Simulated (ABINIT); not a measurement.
**YBTe3 (Pm-3m): zone-centre phonons**

Which modes does YBTe3 (Pm-3m) have at the zone centre?

Calculated with ABINIT 10.8.3; DFT LDA, scalar-relativistic, plane waves, JTH PAW pseudopotentials.

Report form: the programs' logs are mostly left out.

The structure was built from a prototype and need not be the compound's stable phase.

## (1) The structure

The structure is cubic, space group Pm-3m (No. 221). Conventional cell: a = 4.811 Å, b = 4.811 Å, c = 4.811 Å, α = 90.00°, β = 90.00°, γ = 90.00°. Nearest to Y lie 12 Te at 3.40 Å. Nearest to B lie 6 Te at 2.41 Å. Nearest to Te lie 2 B at 2.41 Å and 4 Y at 3.40 Å. Farther neighbours and most contacts between anions are not listed.

Coordinates:

```cif
data_structure
_symmetry_space_group_name_H-M 'Pm-3m'
_symmetry_Int_Tables_number 221
_cell_length_a 4.8112
_cell_length_b 4.8112
_cell_length_c 4.8112
_cell_angle_alpha 90.000
_cell_angle_beta 90.000
_cell_angle_gamma 90.000
_cell_volume 111.37
loop_
_atom_site_label
_atom_site_type_symbol
_atom_site_symmetry_multiplicity
_atom_site_Wyckoff_symbol
_atom_site_fract_x
_atom_site_fract_y
_atom_site_fract_z
_atom_site_occupancy
Y1 Y 1 a 0.00000 0.00000 0.00000 1
B1 B 1 b 0.50000 0.50000 0.50000 1
Te1 Te 3 c 0.50000 0.50000 0.00000 1
```

## (2) A first look

A first run with smearing and empty bands tells whether the crystal has a gap, which decides between fixed occupations and smearing later on.

Contents of probe.abi:

```
# ground state
tolvrs 1.0d-08
prtden 1
prtwf 1

# basis, mesh and filling
ecut 24.0
ecutsm 3.0
pawecutdg 48.0
ngkpt 4 4 4
nshiftk 1
shiftk 0.0 0.0 0.0
istwfk *1
occopt 7
tsmear 0.005
nband 24
nstep 100
diemac 9.0
prtebands 0
prtgsr 0

# cell and atoms
acell 3*1.0 Angstrom
rprim 
    4.8112 0.0 0.0
    0.0 4.8112 0.0
    0.0 0.0 4.8112
ntypat 3
znucl 39 5 52
natom 5
typat 1 2 3 3 3
xred 
    0.0 0.0 0.0
    0.5 0.5 0.5
    0.5 0.5 0.0
    0.5 0.0 0.5
    0.0 0.5 0.5
pp_dirpath "./pseudo"
pseudos "Y.xml, B.xml, Te.xml"
```

Started as:

```sh
$ OMP_NUM_THREADS=1 mpirun -n 4 abinit probe.abi > probe.log
```

It took 28 s on 4 MPI ranks of Intel Xeon at 2.70GHz, shared host.

Numbers from this step:

| Item | Value |
| --- | --- |
| volume per atom | 22.27 Å³ |
| pressure | 3.387 GPa |
| gap on the k-mesh | 0 eV |

No gap opens on this mesh, so smearing is kept.

## (3) Rough relaxation

The typed start is rough, so a first relaxation with smearing and loose thresholds takes it towards rest cheaply.

Contents of prerelax.abi:

```
# relaxation
ionmov 2
optcell 2
dilatmx 1.15
chkdilatmx 0
ntime 40
tolmxf 3.0d-04
tolvrs 1.0d-10
prtwf 0
prtden 0
chksymtnons 0

# basis, mesh and filling
ecut 19.2
ecutsm 3.0
pawecutdg 38.4
ngkpt 4 4 4
nshiftk 1
shiftk 0.0 0.0 0.0
istwfk *1
occopt 7
tsmear 0.005
nband 24
nstep 100
diemac 1000000.0
prtebands 0
prtgsr 0

# cell and atoms
acell 3*1.0 Angstrom
rprim 
    4.8112 0.0 0.0
    0.0 4.8112 0.0
    0.0 0.0 4.8112
ntypat 3
znucl 39 5 52
natom 5
typat 1 2 3 3 3
xred 
    0.0 0.0 0.0
    0.5 0.5 0.5
    0.5 0.5 0.0
    0.5 0.0 0.5
    0.0 0.5 0.5
pp_dirpath "./pseudo"
pseudos "Y.xml, B.xml, Te.xml"
```

Started as:

```sh
$ OMP_NUM_THREADS=1 mpirun -n 4 abinit prerelax.abi > prerelax.log
```

It took 85 s on 4 MPI ranks.

Step by step:

| step | energy less that of the first step (eV) | largest force (eV/Å) | volume (Å³) |
| --- | --- | --- | --- |
| 1 | 0.0000 | 0.0000 | 111.37 |
| 2 | -0.0212 | 0.0000 | 112.53 |
| 3 | -0.0463 | 0.0000 | 115.74 |
| 4 | -0.0464 | 0.0000 | 115.89 |

| conventional cell, symmetrised | before | after | change |
| --- | --- | --- | --- |
| a (Å) | 4.811 | 4.876 | +1.3 % |
| b (Å) | 4.811 | 4.876 | +1.3 % |
| c (Å) | 4.811 | 4.876 | +1.3 % |
| volume (Å³/atom) | 22.27 | 23.18 | +4.1 % |

Read from the output:

* volume per atom: 23.18 Å³
* pressure: 0.004315 GPa

The volume changes by +4.1 % in this run and stands +4.1 % from the first cell.

## (4) Relaxation

The harmonic expansion needs vanishing forces, and a free crystal bears no stress, so cell and atoms are brought to rest. Stress is more sensitive to the basis than forces are: the last 3 Ha under the cutoff are smoothed with ecutsm.

Contents of relax.abi:

```
# relaxation
ionmov 2
optcell 2
dilatmx 1.08
ntime 40
tolmxf 1.0d-05
tolvrs 1.0d-14
prtwf 0
prtden 0
chksymtnons 0

# basis, mesh and filling
ecut 24.0
ecutsm 3.0
pawecutdg 48.0
ngkpt 6 6 6
nshiftk 1
shiftk 0.0 0.0 0.0
istwfk *1
occopt 3
tsmear 0.01
nband 24
nstep 100
diemac 1000000.0
prtebands 0
prtgsr 0

# cell and atoms
acell 3*1.0 Angstrom
rprim 
    4.875524249 0.0 0.0
    0.0 4.875524249 0.0
    0.0 0.0 4.875524249
ntypat 3
znucl 39 5 52
natom 5
typat 1 2 3 3 3
xred 
    0.0 0.0 0.0
    0.5 0.5 0.5
    0.5 0.5 0.0
    0.5 0.0 0.5
    0.0 0.5 0.5
pp_dirpath "./pseudo"
pseudos "Y.xml, B.xml, Te.xml"
```

Started as:

```sh
$ OMP_NUM_THREADS=1 mpirun -n 4 abinit relax.abi > relax.log
```

Elapsed: 3.1 min, on 4 MPI ranks.

Little changed from the start: no atom moved by 0.005 Å and no cell edge by 0.1 %.

Read from the output:

```
volume per atom : 23.11 Å³
pressure        : 8.85e-4 GPa
```

The volume changes by -0.3 % in this run and stands +3.8 % from the first cell.

## (5) Self-consistent run for the response

The response is built on these wavefunctions, so the potential is converged far more tightly than an energy would need. ecutsm is kept as in the relaxation, so that the cell stays at rest. Smearing stays on, as the first look found no gap above 0.3 eV.

Contents of gs.abi:

```
# ground state
tolvrs 1.0d-16
prtden 1
prtwf 1

# basis, mesh and filling
ecut 24.0
ecutsm 3.0
pawecutdg 48.0
ngkpt 6 6 6
nshiftk 1
shiftk 0.0 0.0 0.0
istwfk *1
occopt 3
tsmear 0.01
nband 24
nstep 100
diemac 1000000.0
prtebands 0
prtgsr 0

# cell and atoms
acell 3*1.0 Angstrom
rprim 
    4.870778853 0.0 0.0
    0.0 4.870778853 0.0
    0.0 0.0 4.870778853
ntypat 3
znucl 39 5 52
natom 5
typat 1 2 3 3 3
xred 
    0.0 0.0 0.0
    0.5 0.5 0.5
    0.5 0.5 0.0
    0.5 0.0 0.5
    0.0 0.5 0.5
pp_dirpath "./pseudo"
pseudos "Y.xml, B.xml, Te.xml"
```

Started as:

```sh
$ OMP_NUM_THREADS=1 mpirun -n 4 abinit gs.abi > gs.log
```

Wall time 62 s (4 MPI ranks).

Numbers from this step:

```
pressure : -5.17e-4 GPa
```

The cell stands at -5.2e-4 GPa, close enough for phonons.

## (6) Linear response at Γ

At q = 0 one unit cell holds all displacements. The response is solved for single atoms along the cell's directions, and symmetry skips those that follow from others. The crystal is treated as a metal, which screens a static field, so no field response is asked.

Contents of dfpt_gamma.abi:

```

# common to the responses
getwfk_filepath "gso_WFK"
kptopt 2
nqpt 1
qpt 0.0 0.0 0.0
asr 0
chneut 0

# displacements
rfphon 1
rfatpol 1 5
rfdir 1 1 1
tolvrs 1.0d-10
prtwf 0

# basis, mesh and filling
ecut 24.0
ecutsm 3.0
pawecutdg 48.0
ngkpt 6 6 6
nshiftk 1
shiftk 0.0 0.0 0.0
istwfk *1
occopt 3
tsmear 0.01
nband 24
nstep 100
diemac 1000000.0
prtebands 0
prtgsr 0

# cell and atoms
acell 3*1.0 Angstrom
rprim 
    4.870778853 0.0 0.0
    0.0 4.870778853 0.0
    0.0 0.0 4.870778853
ntypat 3
znucl 39 5 52
natom 5
typat 1 2 3 3 3
xred 
    0.0 0.0 0.0
    0.5 0.5 0.5
    0.5 0.5 0.0
    0.5 0.0 0.5
    0.0 0.5 0.5
pp_dirpath "./pseudo"
pseudos "Y.xml, B.xml, Te.xml"
```

Started as:

```sh
$ OMP_NUM_THREADS=1 mpirun -n 4 abinit dfpt_gamma.abi > dfpt_gamma.log
```

The job ended after 9.5 min (4 MPI ranks; 38 min of CPU time).

Numbers from this step:

* largest acoustic frequency at the zone centre before the sum rule: 6.11 cm⁻¹
* highest optical zone-centre mode (no LO-TO term): 145.9 cm⁻¹
* lowest optical zone-centre mode: -70.38 cm⁻¹

The acoustic modes at Γ come out as far as 6.1 cm⁻¹ from zero, where they should vanish, a small numerical error. The lowest optical mode is imaginary, 70i cm⁻¹, an instability at this level and on this k mesh.

## (7) Zone-centre analysis

anaddb reads the merged derivatives and imposes the acoustic sum rule.

Contents of anaddb.abi:

```
ddb_filepath "gamma_DDB"
output_file "anaddb.abo"
outdata_prefix "anaddb"
asr 1
chneut 1
enunit 2
eivec 1
nph1l 1
qph1l 0.0 0.0 0.0 1.0
```

Contents of mrgddb.in:

```
gamma_DDB
merged
1
dfpt_gammao_DDB
```

Started as:

```sh
$ mrgddb < mrgddb.in > mrgddb.log
$ OMP_NUM_THREADS=1 anaddb anaddb.abi > anaddb.log
```

Wall time 0.73 s (1 thread).

Read from the output:

- highest optical zone-centre mode (no LO-TO term): 145.8 cm⁻¹
- lowest optical zone-centre mode: -70.22 cm⁻¹

No LO-TO term; unit eigenvectors of the mass-weighted matrix, from anaddb's displacements. The modes at Γ (shares of kinetic energy by element, %) (negative means imaginary):

| mode | frequency (cm⁻¹) | symmetry | Y % | B % | Te % |
| --- | --- | --- | --- | --- | --- |
| 1 | -70.2 | T1u | 65 | 12 | 22 |
| 2 | -70.2 | T1u | 65 | 12 | 22 |
| 3 | -70.2 | T1u | 65 | 12 | 22 |
| 4 | -30.7 | T2u | 0 | 0 | 100 |
| 5 | -30.7 | T2u | 0 | 0 | 100 |
| 6 | -30.7 | T2u | 0 | 0 | 100 |
| 7 | 0.0 | acoustic | 18 | 2 | 79 |
| 8 | 0.0 | acoustic | 18 | 2 | 79 |
| 9 | 0.0 | acoustic | 18 | 2 | 79 |
| 10 | 99.1 | T1u | 16 | 71 | 13 |
| 11 | 99.1 | T1u | 16 | 71 | 13 |
| 12 | 99.1 | T1u | 16 | 71 | 13 |
| 13 | 145.8 | T1u | 0 | 15 | 85 |
| 14 | 145.8 | T1u | 0 | 15 | 85 |
| 15 | 145.8 | T1u | 0 | 15 | 85 |

Displacements in mode 1 (-70.2 cm⁻¹), the largest set to 1:
```
Y1   0.00  0.00 -0.80
B2   0.00  0.00 -1.00
Te3  0.00  0.00  0.11
Te4  0.00  0.00  0.26
Te5  0.00  0.00  0.26
```

Displacements in mode 10 (99.1 cm⁻¹), the largest set to 1:
```
Y1   0.00  0.00  0.17
B2   0.00  0.00 -1.00
Te3  0.00  0.00 -0.11
Te4  0.00  0.00  0.04
Te5  0.00  0.00  0.04
```

The rule also moves an optical mode by 1.0 cm⁻¹.

## (8) Summary of results

| Item | Value |
| --- | --- |
| space group after relaxation | Pm-3m |
| volume per atom | 23.1 Å³ |
| highest optical zone-centre mode (no LO-TO term) | 145.8 cm⁻¹ |
| lowest optical zone-centre mode | -70.2 cm⁻¹ |
| imaginary optical modes at the zone centre (no q mesh in this session) | yes |

In words: At the LDA level the optical modes of YBTe3 (Pm-3m) at the zone centre run from 70i to 146 cm⁻¹, so the structure is a saddle point, with 6 modes beyond 10i cm⁻¹ there. These are harmonic frequencies: anharmonic shifts and widths and the lattice's thermal expansion are left out. The Fermi-Dirac smearing of 0.01 Ha is an electronic temperature of 3158 K, which adds a pressure of its own and can shift the volume and soft modes. Spin-orbit coupling is left out, which can matter for the heavy elements here. In a metal the frequencies hang on the k mesh and the smearing, most of all near Kohn anomalies. The structure is a hypothetical one, built on a prototype.

[Host names and launcher messages were left out of these logs when they were recorded.]

[Logs are printed without paths, hosts, clocks, repeated set-up lines and the standing remarks that a program may print on its own settings, such as how far it seeks lower states.]

[Hosts, paths, dates, database ids (printed as entryN), source tags and the programs' standing remarks are cut or masked in the printed files.]
